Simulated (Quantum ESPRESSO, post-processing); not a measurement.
# 1T-PtS2, 1 layer: a series in the share of short-range exact exchange, part 3 of 3

Aim: how the results for 1T-PtS2, 1 layer change with the share of short-range exact exchange.

Quantum ESPRESSO 7.5; plane-wave DFT, PBE, SG15 norm-conserving pseudopotentials.

So far. Step 2 (Relaxing cell and ions of the reference):  The last row is no step: it is a fresh SCF in the final cell with a new plane-wave basis, -0 meV from the row before.

### Step 7. Ground state, 0.4

Level of this step: plane-wave DFT, screened hybrid with 0.4 exact exchange, SG15 norm-conserving pseudopotentials (Quantum ESPRESSO 7.5). input_dft overrides the functional of the files.

The input, m6.scf.in:

```
&control
  prefix = 'm6.scf'
  outdir = './out'
  pseudo_dir = './pseudo'
  calculation = 'scf'
  tprnfor = .true.
/
&system
  ibrav = 0
  nat = 3
  ntyp = 2
  ecutwfc = 60
  ecutrho = 240
  occupations = 'fixed'
  nbnd = 18
  input_dft = 'hse'
  exx_fraction = 0.4
  nqx1 = 3
  nqx2 = 3
  nqx3 = 1
  ecutfock = 60
/
&electrons
  conv_thr = 1e-08
  mixing_beta = 0.6
  electron_maxstep = 120
/
ATOMIC_SPECIES
  S   32.0600  S_ONCV_PBE-1.2.upf
  Pt  195.0840  Pt_ONCV_PBE-1.2.upf
CELL_PARAMETERS angstrom
  3.57259010200000 0.00000000000000 0.00000000000000
  -1.78629505100000 3.09395378600000 0.00000000000000
  0.00000000000000 0.00000000000000 17.01408639300000
ATOMIC_POSITIONS crystal
  S   0.666666666700 0.333333333300 0.427769311700
  Pt  0.000000000000 0.000000000000 0.500000000000
  S   0.333333333300 0.666666666700 0.572230688300
K_POINTS automatic
  9 9 1 0 0 0
```

On the command line:

```bash
$ OMP_NUM_THREADS=1 mpirun -n 4 pw.x -nk 4 -in m6.scf.in > m6.scf.out
```

The program printed:

```text
[banner, memory and clock lines left out]
Program PWSCF v.7.5 starts
[...]
Message from routine setup:
[...]
number of electrons       =        30.00
     number of Kohn-Sham states=           18
     kinetic-energy cutoff     =      60.0000  Ry
     charge density cutoff     =     240.0000  Ry
[...]
number of k points=    12
[...]
Dense  grid:    79623 G-vectors     FFT dimensions: (  36,  36, 160)
[...]
negative rho (up, down):  9.582E-05 0.000E+00
     Starting wfcs are random
[...]
negative rho (up, down):  3.622E-06 0.000E+00
[...]
estimated scf accuracy    <       0.06207998 Ry
[...]
negative rho (up, down):  2.206E-06 0.000E+00
[...]
estimated scf accuracy    <       0.09298582 Ry
[...]
negative rho (up, down):  2.541E-08 0.000E+00
[...]
estimated scf accuracy    <       0.00522116 Ry
[...]
estimated scf accuracy    <       0.00030869 Ry
[...]
estimated scf accuracy    <       0.00000494 Ry
[...]
estimated scf accuracy    <       0.00000098 Ry
[...]
estimated scf accuracy    <       0.00000041 Ry
[...]
estimated scf accuracy    <       0.00000004 Ry
[...]
estimated scf accuracy    <       0.00000001 Ry
[...]
highest occupied, lowest unoccupied level (ev):    -1.5958    0.2287
!    total energy              =    -283.60328285 Ry
     estimated scf accuracy    <          1.8E-09 Ry
     convergence has been achieved in  10 iterations
[...]
estimated scf accuracy    <       0.00257281 Ry
[...]
estimated scf accuracy    <       0.00255050 Ry
[...]
estimated scf accuracy    <       0.00010259 Ry
[...]
estimated scf accuracy    <       0.00000216 Ry
[...]
estimated scf accuracy    <       0.00000018 Ry
[...]
estimated scf accuracy    <       0.00000001 Ry
[...]
highest occupied, lowest unoccupied level (ev):    -2.6562    0.5147
!    total energy              =    -283.49783256 Ry
     estimated scf accuracy    <          1.2E-09 Ry
     convergence has been achieved in   7 iterations
[...]
estimated scf accuracy    <       0.00024559 Ry
[...]
estimated scf accuracy    <       0.00029099 Ry
[...]
estimated scf accuracy    <       0.00000639 Ry
[...]
estimated scf accuracy    <       0.00000013 Ry
[...]
highest occupied, lowest unoccupied level (ev):    -2.7053    0.5903
!    total energy              =    -283.50143225 Ry
     estimated scf accuracy    <          2.4E-09 Ry
     convergence has been achieved in   5 iterations
[...]
estimated scf accuracy    <       0.00002711 Ry
[...]
estimated scf accuracy    <       0.00003168 Ry
[...]
estimated scf accuracy    <       0.00000066 Ry
[...]
estimated scf accuracy    <       0.00000002 Ry
[...]
highest occupied, lowest unoccupied level (ev):    -2.7199    0.6095
!    total energy              =    -283.50172503 Ry
     estimated scf accuracy    <          3.1E-10 Ry
     convergence has been achieved in   5 iterations
[...]
estimated scf accuracy    <       0.00000285 Ry
[...]
estimated scf accuracy    <       0.00000329 Ry
[...]
estimated scf accuracy    <       0.00000007 Ry
[...]
highest occupied, lowest unoccupied level (ev):    -2.7247    0.6148
!    total energy              =    -283.50175197 Ry
     estimated scf accuracy    <          1.8E-09 Ry
     convergence has been achieved in   4 iterations
[...]
estimated scf accuracy    <       0.00000023 Ry
[...]
estimated scf accuracy    <       0.00000024 Ry
[...]
highest occupied, lowest unoccupied level (ev):    -2.7261    0.6165
!    total energy              =    -283.50175453 Ry
     estimated scf accuracy    <          7.4E-09 Ry
     convergence has been achieved in   3 iterations
[...]
estimated scf accuracy    <       0.00000001 Ry
[...]
highest occupied, lowest unoccupied level (ev):    -2.7267    0.6168
!    total energy              =    -283.50175478 Ry
     estimated scf accuracy    <          2.4E-09 Ry
     convergence has been achieved in   2 iterations
[...]
highest occupied, lowest unoccupied level (ev):    -2.7271    0.6166
!    total energy              =    -283.50175480 Ry
     estimated scf accuracy    <          6.6E-09 Ry
     convergence has been achieved in   1 iterations
[...]
!!   total energy              =    -283.50175481 Ry
[...]
Total force =     0.036017     Total SCF correction =     0.000184
[...]
```

Run time: 2 min. Hardware: 4 MPI ranks of Arm Neoverse V1, shared host; peak memory 2.8 GiB; 8.1 min of CPU time.

This step gave:

* free energy: -3857.2379 eV
* valence top, on the run's zero: -2.727 eV
* conduction bottom, on the run's zero: 0.6166 eV
* gap by band count: 3.344 eV

### Step 8. The series side by side

The series in one table:

```tsv
the share of short-range exact exchange (0.25 is HSE06, 0 is PBE)	gap on the mesh (eV)	vacuum level over the valence top (eV)
0	1.825	6.397
0.1	2.196	6.694
0.15	2.389	6.844
0.2	2.584	6.994
0.25	2.781	7.142
0.3	2.964	7.274
0.4	3.344	7.542
```

### Step 9. Worked from the printed numbers

A line through all members has gap = 1.821 + 3.811 α eV and misses single members by up to 0.007 eV; a gap of 2.32 eV, 0.5 above the first member's, would need α = (2.32 − 1.821)/3.811 = 0.13.

### Step 10. Summary of results

```json
{"gap at a share of 0.25 (HSE06)": "2.78 eV", "gap on the mesh, at 0 and at 0.4": "1.82, 3.34 eV", "vacuum level over the valence top, at 0 and at 0.4": "6.40, 7.54 eV"}
```

In words: The series holds 7 members; gap at a share of 0.25 (HSE06): 2.78 eV. From 0 to 0.4 the gap on the mesh rises from 1.82 to 3.34 eV. From 0 to 0.4 the vacuum level over the valence top rises from 6.40 to 7.54 eV. The valence top sinks by 2.88 eV and the gap opens by 3.81 eV per unit share, so the valence top carries 75 % of the opening. Gaps are those of the mesh; no spin-orbit coupling; the q mesh was not tested; the geometry stays that of PBE.

[Logs are printed without paths, hosts, clocks, repeated set-up lines and the standing remarks that a program may print on its own settings, such as how far it seeks lower states.]

[Hosts, paths, dates, database ids (printed as entryN), source tags and the programs' standing remarks are cut or masked in the printed files.]

[Maps of the electrostatic potential energy from Ansatz leave out the sawtooth potential of an applied field or a dipole correction, so their vacuum need not be flat; planar profiles and work functions include it.]
